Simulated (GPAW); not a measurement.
# A 9-layer slab of Ag(110) in an electric field, part 2 of 2

Wanted: the out-of-plane polarisability of a 9-layer slab of Ag(110).

GPAW 26.7.0; GPAW, PAW setups; slab in vacuum, relaxation (the session's first sound run).

So far, dipole along the normal (e·Å): step 2 (relaxing the atoms) -4.1e-4; step 3 (plane waves, PBE) -7.7e-4; step 4 (In a field) -0.191; step 5 (field on) -0.0958.

## (7) Field on

run.py

```python
import json
import numpy as np
from ase import Atoms
from gpaw import GPAW, PW
from gpaw.external import ConstantElectricField

slab = Atoms(
    ['Ag', 'Ag', 'Ag', 'Ag', 'Ag', 'Ag', 'Ag', 'Ag', 'Ag'],
    positions=[
        [0.00000, 0.00000, 9.00000],
        [2.04500, 1.44603, 10.44603],
        [0.00000, 0.00000, 11.89207],
        [2.04500, 1.44603, 13.33810],
        [0.00000, 0.00000, 14.84255],
        [2.04500, 1.44603, 16.32001],
        [0.00000, -0.00000, 17.80155],
        [2.04500, 1.44603, 19.31876],
        [0.00000, 0.00000, 20.70087]],
    cell=[[4.09, 0.0, 0.0], [0.0, 2.89207, 0.0], [0.0, 0.0, 29.56827]],
    pbc=[True, True, False])

slab.calc = GPAW(mode=PW(400), xc='PBE', kpts={'size': (8, 11, 1), 'gamma': True},
                 occupations={'name': 'fermi-dirac', 'width': 0.1}, nbands='160%',
                 convergence={'density': 1e-05}, maxiter=200,
                 poissonsolver={'dipolelayer': 'xy'},
                 external=ConstantElectricField(0.05, [0, 0, 1]),
                 symmetry={'tolerance': 1e-3}, txt='slab.txt')
result = {}
energy = slab.get_potential_energy()
fermi = slab.calc.get_fermi_level()
v = slab.calc.get_electrostatic_potential().mean((0, 1)) - fermi
n = slab.calc.get_pseudo_density().mean((0, 1))
L = slab.cell[2, 2]
z = np.arange(len(v)) * L / len(v)
low, high = slab.positions[:, 2].min(), slab.positions[:, 2].max()
below, above = np.interp([low - 6.8, high + 6.8], z, v)
slopes = [np.interp(x, z, np.gradient(v, z)) for x in (low - 6.8, high + 6.8)]
eps = np.array([[slab.calc.get_eigenvalues(k, s) for k in range(len(slab.calc.get_ibz_k_points()))]
                for s in range(slab.calc.get_number_of_spins())]) - fermi
top, bottom = eps[eps < 0].max(), eps[eps > 0].min()
dipole = slab.get_dipole_moment()[2]
print(f'energy {energy:.4f} eV, Fermi level {fermi:.4f} eV, dipole {dipole:.5f} e A')
print(f'potential 6.8 A off the faces, from the Fermi level: lower {below:.4f} eV, upper {above:.4f} eV')
print(f'slope of the potential there: lower {slopes[0]:.5f}, upper {slopes[1]:.5f} eV/A')
print(f'nearest levels on the mesh: {top:.4f} and {bottom:.4f} eV')
print('magnetic moment', round(slab.get_magnetic_moment(), 3))
result.update(energy=energy, fermi=fermi, dipole=dipole, below=below, above=above, slopes=slopes, edges=[top, bottom],
              z=z.tolist(), v=v.tolist(), n=n.tolist(), positions=slab.positions.tolist(),
              forces=slab.get_forces(apply_constraint=False).tolist(), moments=slab.get_magnetic_moments().tolist())
json.dump(result, open('result.json', 'w'))
```

The run is started by

```console
> OMP_NUM_THREADS=1 OPENBLAS_NUM_THREADS=1 python run.py
```

The log of the run:

```text
energy -24.1209 eV, Fermi level 1.3216 eV, dipole 0.04699 e A
potential 6.8 A off the faces, from the Fermi level: lower 4.4933 eV, upper 3.7747 eV
slope of the potential there: lower -0.00015, upper 0.00016 eV/A
nearest levels on the mesh: -0.0233 and 0.0100 eV
magnetic moment 0.0
```

It took 35 min on 1 thread of Arm Neoverse V2, shared host; peak memory 0.91 GiB.

The electrostatic potential energy of an electron (without an applied field's), less the Fermi level, planar mean oscillates, so the rows of the table below give means over windows of 1.48 Å about each position, cut where the curve ends. Its maxima inside the range that stand out by 2 % of the span (Å: eV): 0.5: 4.49, 9.7: -4.28, 11.2: -4.58, 12.6: -4.68, 14.0: -4.02, 15.6: -4.41, 17.1: -4.44, 18.6: -4.08, 20.1: -5.70. Its minima: 9.0: -11.1, 10.5: -11.7, 11.9: -11.8, 13.3: -11.8, 14.9: -11.7, 16.4: -11.8, 17.8: -11.9, 19.3: -12.1, 20.7: -11.8.

Electrostatic potential energy of an electron (without an applied field's), less the Fermi level, planar mean against z; means over each step:

z (Å), electrostatic potential energy of an electron (without an applied field's), less the Fermi level, planar mean (eV) and a bar from the least value:
```
     0.74        4.4 ##############################
     2.22        4.5 ##############################
     3.70        4.5 ##############################
     5.18        4.5 ##############################
     6.66        4.4 ##############################
     8.14       -0.5 ###################
     9.62       -7.8 ###
    11.10       -8.2 ##
    12.58       -8.2 ##
    14.06       -7.7 ###
    15.54       -8.0 ##
    17.02       -8.0 ##
    18.50       -7.8 ###
    19.98       -9.0 
    21.46       -2.2 ###############
    22.94        3.6 ############################
    24.42        3.8 ############################
    25.90        3.8 ############################
    27.38        3.8 ############################
    28.86        3.8 ############################
```

## (8) Field on

Changes to run.py since step 7:

```diff
@@ -25,3 +25,3 @@
                  poissonsolver={'dipolelayer': 'xy'},
-                 external=ConstantElectricField(0.05, [0, 0, 1]),
+                 external=ConstantElectricField(0.1, [0, 0, 1]),
                  symmetry={'tolerance': 1e-3}, txt='slab.txt')
```

The log of the run:

```text
energy -24.1244 eV, Fermi level 1.3232 eV, dipole 0.09444 e A
potential 6.8 A off the faces, from the Fermi level: lower 4.8526 eV, upper 3.4082 eV
slope of the potential there: lower -0.00019, upper -0.00002 eV/A
nearest levels on the mesh: -0.0233 and 0.0101 eV
magnetic moment 0.0
```

It took 35 min on 1 thread; peak memory 0.92 GiB.

The dipole is now 0.0944 e Å, against -7.7e-4 in the run without a field.

## (9) In a field

Changes to run.py since step 8:

```diff
@@ -25,3 +25,3 @@
                  poissonsolver={'dipolelayer': 'xy'},
-                 external=ConstantElectricField(0.1, [0, 0, 1]),
+                 external=ConstantElectricField(0.2, [0, 0, 1]),
                  symmetry={'tolerance': 1e-3}, txt='slab.txt')
```

The log of the run:

```text

```

The job ended after 17 min (1 thread; peak memory 0.88 GiB).

The run was cut off at its time limit.

## (10) Field on

Changes to run.py since step 9:

```diff
@@ -25,3 +25,3 @@
                  poissonsolver={'dipolelayer': 'xy'},
-                 external=ConstantElectricField(0.2, [0, 0, 1]),
+                 external=ConstantElectricField(0.3, [0, 0, 1]),
                  symmetry={'tolerance': 1e-3}, txt='slab.txt')
```

The log of the run:

```text

```

Run time: 5.9 min. Hardware: 1 thread; peak memory 0.88 GiB.

The run was cut off at its time limit.

## (11) The series

The members are put on one axis.

This step: induced dipole against applied field (GPAW 26.7.0).

Table of dipole along the normal by field:

| field (V/Å) | dipole along the normal (e·Å) |
| --- | --- |
| -0.200 | -0.191 |
| -0.100 | -0.0958 |
| -0.050 | -0.0482 |
| 0.000 | -7.7e-4 |
| 0.050 | 0.0470 |
| 0.100 | 0.0944 |

## (12) Outcome

```yaml
work_function_upper_and_lower_face: 4.140 and 4.130 eV
dipole_along_the_normal: -7.7e-4 e Å
induced_dipole_per_field: 0.952 e Å per V/Å
out_of_plane_polarisability_per_area_alpha_eps_0_a: 14.6 Å
```

What this shows: The field induces 0.952 e Å per V/Å, a polarisable thickness α/(ε0 A) of 14.6 Å beside 11.7 Å between the outermost nuclei. A perfect conductor would give the distance between its two image planes; a dielectric of thickness t gives t(1 - 1/ε). The measured value for this face is 4.1 eV (as compiled in "Anisotropic work function of elemental crystals", 2019, arxiv:1902.07811); the relaxed upper face lies 0.040 eV over it with PBE. Measured work functions scatter by a tenth of an eV or more between methods. The induced dipole is linear in the field over this range. The small printed dipole stands for a step of 12 meV from the lower to the upper face, and the probes find 10 meV; values this small are near the numerical noise of both. The in-plane lattice was kept as typed, which isn't the functional's own and leaves some strain; spin-orbit coupling and temperature are left out.

[Logs are printed without paths, hosts, clocks, repeated set-up lines and the standing remarks that a program may print on its own settings, such as how far it seeks lower states.]

[Hosts, paths, dates, database ids (printed as entryN), source tags and the programs' standing remarks are cut or masked in the printed files.]
